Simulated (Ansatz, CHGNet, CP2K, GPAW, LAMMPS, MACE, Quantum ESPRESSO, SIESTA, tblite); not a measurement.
**Running amorphous 32Ga2O3-68GeO2 (mol %) (69 atoms) with tblite**

How near does tblite come to plane waves for amorphous 32Ga2O3-68GeO2 (mol %) (69 atoms)?

Calculated with tblite 0.8.0; the method is named at each step.

### Step 1. The starting structure

The cell holds 69 atoms: 12 Ga, 13 Ge and 44 O. Its edges and angles: a = 10.328 Å, b = 10.328 Å, c = 10.328 Å, α = 90.0°, β = 90.0°, γ = 90.0°. 69 atoms (12 Fe, 13 Ge, 44 O) placed at random at 3.56 g/cm³, melted at 5000 K for 10 ps at fixed volume with the Morse and Coulomb pair potential with partial charges (Pedone, Malavasi, Menziani, Cormack and Segre, J. Phys. Chem. B 110, 11780 (2006)). Quenched from 5000 K to 300 K at 20 K/ps and fixed volume, held 5 ps, then minimised at fixed cell. Then Fe was replaced by Ga and the cell scaled by 1.006 (the potential has no terms for the new elements, so the cell is a start for a DFT relaxation).

The yardstick, on the same geometry:

```
method                                           : Kohn-Sham DFT, PBE, PAW, plane waves (Ansatz 0.2.0); cutoff 420 eV, Γ point, fermi-dirac smearing of 0.05 eV; PAW set soft_2
r.m.s. force component                           : 0.8492 eV/Å
longest force                                    : 2.5 eV/Å
pressure                                         : -2.494 GPa
gap (highest filled to lowest empty level) : 0.8632 eV
SCF cycles                                       : 9
time                                             : 6.8 s on 8 threads of Arm Neoverse V2, shared host
CPU time                                         : 49 s
```

### Step 2. GFN1-xTB

Method: GFN1-xTB tight binding, diagonalisation.

Input file run.py:

```python
import numpy as np
from ase.io import read
from tblite.ase import TBLite

atoms = read("structure.xyz")
atoms.calc = TBLite(method="GFN1-xTB", electronic_temperature=580, accuracy=1.0, max_iterations=250, mixer_damping=0.4, verbosity=1)
energy = atoms.get_potential_energy()
forces = atoms.get_forces()
print(f"energy {energy:.6f} eV")
print("forces (eV/A)")
for i, (a, f) in enumerate(zip(atoms, forces)):
    print(f"{i:4d} {a.symbol:2s} {f[0]:10.5f} {f[1]:10.5f} {f[2]:10.5f}")
stress = -atoms.get_stress(voigt=False) * 160.21766
print("stress (GPa, compression positive)")
for row in stress:
    print(" ".join(f"{x:10.4f}" for x in row))
print("charges (e)")
print(np.array2string(atoms.get_charges(), precision=4, suppress_small=True, max_line_width=110, threshold=100000))
```

Input file structure.xyz:

```xyz
69
Lattice="10.32770 0.00000 0.00000 0.00000 10.32770 0.00000 0.00000 0.00000 10.32770" Properties=species:S:1:pos:R:3 pbc="T T T"
Ga 2.08186 6.68574 4.76758
Ga 2.71784 9.13878 2.61425
Ga 2.64647 9.94268 5.97168
Ga 7.63300 5.85250 5.75160
Ga 0.38873 1.06179 7.13210
Ga 7.92269 3.12743 6.84220
Ga 10.09574 8.29066 6.27356
Ga 1.29602 9.78932 9.54496
Ga 7.76788 2.76762 3.63669
Ga 0.59725 4.09142 6.92286
Ga 5.26021 1.07284 4.94831
Ga 5.10509 8.05623 4.48677
Ge 3.59073 2.38074 7.60077
Ge 4.21546 6.22389 1.76325
Ge 3.33574 3.30776 3.09800
Ge 7.51495 5.27250 1.18097
Ge 9.29183 5.96642 8.61867
Ge 8.32320 1.01119 9.45387
Ge 4.43224 5.68075 6.87711
Ge 2.11852 6.43695 9.33180
Ge 7.44028 10.20996 6.63245
Ge 6.83549 0.15760 2.01721
Ge 8.04838 7.55729 3.44511
Ge 3.93021 1.13698 0.48819
Ge 0.73905 1.44691 3.82548
O 1.86363 7.53447 3.13890
O 1.79867 10.14872 7.75961
O 1.31441 7.92909 9.56035
O 8.34427 6.41030 2.23522
O 4.01789 1.06179 6.53630
O 3.86783 9.67716 4.38545
O 6.94910 1.50227 6.15634
O 4.23766 3.93599 7.09090
O 7.42417 9.01453 2.75646
O 1.25079 0.84295 5.37939
O 3.58640 2.42278 1.60141
O 9.74656 2.58502 6.61241
O 7.58208 3.76403 2.00213
O 5.82234 5.76503 1.21795
O 3.28989 6.29040 8.05364
O 8.32309 5.57613 9.97429
O 10.01797 0.65354 9.12845
O 3.97833 6.68295 5.46118
O 4.40032 2.59907 4.22393
O 6.13218 5.93636 6.93598
O 4.41581 7.77634 2.55053
O 6.60105 1.15918 3.41300
O 7.95016 2.52027 8.71875
O 0.68648 5.44797 8.77679
O 3.08871 6.19641 0.43159
O 1.40033 0.16225 2.88339
O 3.64661 4.99633 2.87854
O 5.27477 0.29455 1.23178
O 9.01939 7.39794 4.89151
O 9.41793 1.81819 3.67914
O 7.89470 0.67657 0.75279
[... 9 atom lines left out ...]
O 2.71557 10.21502 0.46774
O 7.58869 4.03307 5.07761
O 8.87893 4.99654 7.21349
O 3.99682 1.82780 9.21520
```

On the command line:

```
$ OMP_NUM_THREADS=1 python run.py > output.txt
```

The log of the run:

```text
------------------------------------------------------------
  cycle        total energy    energy error   density error
------------------------------------------------------------
      1     -199.6438376293  -1.9987931E+02   1.0841550E+00
      2     -265.2363457928  -6.5592508E+01   1.7931079E+00
      3     -165.0783026855   1.0015804E+02   9.8294741E-01
      4     -235.4112497478  -7.0332947E+01   4.9124814E-01
      5     -239.5872466776  -4.1759969E+00   2.8736030E-01
      6     -243.2200855228  -3.6328388E+00   1.5442794E-01
      7     -244.3052131308  -1.0851276E+00   9.9861770E-02
      8     -244.1135785283   1.9163460E-01   9.8077557E-02
      9     -244.6834638911  -5.6988536E-01   5.3288510E-02
     10     -244.6022348082   8.1229083E-02   5.3995698E-02
     11     -244.7792445561  -1.7700975E-01   2.7191581E-02
     12     -244.8117155458  -3.2470990E-02   1.5533109E-02
     13     -244.8236003229  -1.1884777E-02   1.0141807E-02
     14     -244.8270369347  -3.4366118E-03   6.8897813E-03
     15     -244.8281639523  -1.1270176E-03   5.3139674E-03
     16     -244.8293764211  -1.2124688E-03   3.2189317E-03
     17     -244.8297894847  -4.1306362E-04   1.7215445E-03
     18     -244.8299157105  -1.2622583E-04   1.0337792E-03
     19     -244.8299788919  -6.3181374E-05   3.9275581E-04
     20     -244.8299803580  -1.4660652E-06   2.5960573E-04
     21     -244.8299842551  -3.8971719E-06   1.0082427E-04
     22     -244.8299846403  -3.8515822E-07   5.7623273E-05
     23     -244.8299846999  -5.9576166E-08   4.6817897E-05
     24     -244.8299848481  -1.4819287E-07   1.9417023E-05
------------------------------------------------------------
 total:                                   3.282 sec
energy -6662.163228 eV
forces (eV/A)
   0 Ga   -0.24485    0.46454    0.57031
   1 Ga   -0.93477   -0.31748    1.38594
   2 Ga   -0.76195    0.38536   -0.17150
   3 Ga   -0.83691   -0.59406   -0.03916
   4 Ga    0.21600   -0.06938   -0.27617
   5 Ga    1.00981   -1.13043    0.09422
   6 Ga   -0.71576    0.18660   -0.01140
   7 Ga    0.75848   -0.23310   -1.03459
   8 Ga    0.55165    0.21834   -0.40339
   9 Ga    0.49139    0.04976   -0.68890
  10 Ga   -0.35175    0.35857    0.00331
  11 Ga   -0.18831   -0.25753    0.30558
  12 Ge   -0.88088    0.39237   -0.24787
  13 Ge    0.50905   -0.17316   -0.01653
  14 Ge    0.53111   -1.29099    0.01169
  15 Ge   -0.45604    0.06161    1.12409
  16 Ge    0.45418    0.30325   -0.91063
  17 Ge   -0.09538    0.25393   -1.54663
  18 Ge    0.30218    0.08040   -0.14036
  19 Ge   -0.09885    0.71080   -0.33564
  20 Ge    0.20729    0.21905   -0.25295
  21 Ge   -0.41512    0.33758   -0.14346
  22 Ge   -0.77566   -0.29411    0.39691
  23 Ge   -0.32334    0.26922    0.48729
[...]
61 O    -0.51415   -0.11618    0.23439
  62 O    -0.02978   -0.26057   -0.25048
  63 O    -0.44979    0.33589    0.14423
  64 O     0.06187    0.95126    0.12260
  65 O    -0.57567   -0.66720   -0.01838
  66 O     0.00149   -0.22499    0.15170
  67 O    -0.76850   -0.41536   -0.37908
  68 O     0.65108    0.17910    0.26195
stress (GPa, compression positive)
   -3.2348     0.4576    -0.8534
    0.4576    -3.6068     2.3166
   -0.8534     2.3166    -2.6781
charges (e)
[ 0.531   0.536   0.5741  0.547   0.5736  0.5576  0.5523  0.5258  0.5353  0.5423  0.5474  0.5473  0.6881
  0.6865  0.6719  0.6736  0.6873  0.6669  0.682   0.6768  0.6769  0.694   0.6901  0.677   0.6691 -0.3873
 -0.3753 -0.3605 -0.3538 -0.3286 -0.3238 -0.3516 -0.3518 -0.3422 -0.3561 -0.3697 -0.3409 -0.3571 -0.3592
 -0.3549 -0.3211 -0.3315 -0.3229 -0.3868 -0.3726 -0.3344 -0.3108 -0.3904 -0.3248 -0.3419 -0.3832 -0.3296
 -0.3539 -0.3259 -0.3582 -0.3302 -0.3524 -0.3734 -0.3864 -0.345  -0.3554 -0.3334 -0.3875 -0.366  -0.3698
 -0.3157 -0.3219 -0.3263 -0.3458]
```

Run time: 3.8 s. Hardware: 1 thread of Arm Neoverse V2, shared host; peak memory 0.11 GiB.

Banners, paths, timers and routine set-up lines are dropped from the logs unmarked, and long logs keep their key lines alone; longer cuts are marked.

Compared with the plane-wave run:

| Item | Value |
| --- | --- |
| r.m.s. force component | 0.5268 eV/Å |
| r.m.s. difference of force components | 515.3 meV/Å |
| longest difference of force vectors | 1688 meV/Å |
| force difference over r.m.s. force | 60.68 % |
| slope of forces against the reference's | 0.5083 |
| correlation of force components | 0.8194 |
| pressure | -3.173 GPa |
| pressure difference | -0.679 GPa |

Length of the force difference by element (eV/Å):

```tsv
element	atoms	mean	most
Ga	12	0.43	0.78
Ge	13	0.93	1.5
O	44	0.83	1.7
```

Local excerpt of 10 atoms (numbers count through the whole input) about O50, picked at random; x, y, z are measured from there.

```tsv
atom	x	y	z	distance (Å)	bonds	Mulliken charge (e)	Fx	Fy	Fz (eV/Å)
O50	0.00	0.00	0.00	0.00	2	-0.34	-0.02	-0.37	0.18
Ge20	-0.97	0.24	-1.43	1.74	4	0.68	-0.10	0.71	-0.34
Ge14	1.13	0.03	1.33	1.74	4	0.69	0.51	-0.17	-0.02
O40	0.20	0.09	-2.71	2.71	2	-0.35	0.10	0.44	0.31
O28	-1.77	1.73	-1.20	2.75	2	-0.36	-0.06	0.76	0.33
O52	0.56	-1.20	2.45	2.78	2	-0.33	-0.28	-0.03	0.22
O39	2.73	-0.43	0.79	2.88	2	-0.36	-0.07	-0.02	-0.72
O46	1.33	1.58	2.12	2.96	3	-0.33	0.30	0.15	-0.19
O49	-2.40	-0.75	-1.98	3.20	3	-0.32	0.48	-0.81	0.44
O26	-1.23	1.34	2.71	3.26	2	-0.39	-0.26	0.15	0.19
```

Atoms are counted from 1 here, from 0 in the log.

Forces lie 61 % from the reference's, at 0.077 times its CPU time (on 1 against 8 cores).

Left out of this page: tblite IPEA1-xTB (killed or ended with an error).

### Step 3. Outcome

```yaml
force_difference_from_the_reference: tblite GFN1-xTB, 61 %
its_cpu_time: 3.8 s
```

What this shows: Tight binding differs by 61 % (tblite GFN1-xTB); it is another model, with fitted parameters of its own, and the xTB methods hold dispersion. One electronic-structure run takes under half the reference's CPU time: tblite GFN1-xTB, at 61 % in 3.8 s against 49 s, too far off to be of use. Periodic xTB results under one method name differ between programs and library versions. The quench rate of 20 K/ps is many orders above laboratory rates, so the cell is likely richer in defects and strain than a real sample. The network of bonds at the start is that of the classical potential that made the cell, and needn't be the one that DFT or experiment would give. The reference's pressure of -2.5 GPa belongs to a cell and atoms that aren't relaxed at this level. The electronic-structure runs sample only Γ, in a cell whose shortest periodic width is 10 Å.

[Also dropped from logs without a mark: logging warnings of Python, and SIESTA's first energy breakdown and zero terms.]

[Logs are printed without paths, hosts, clocks, repeated set-up lines and the standing remarks that a program may print on its own settings, such as how far it seeks lower states.]

[Hosts, paths, dates, database ids (printed as entryN), source tags and the programs' standing remarks are cut or masked in the printed files.]
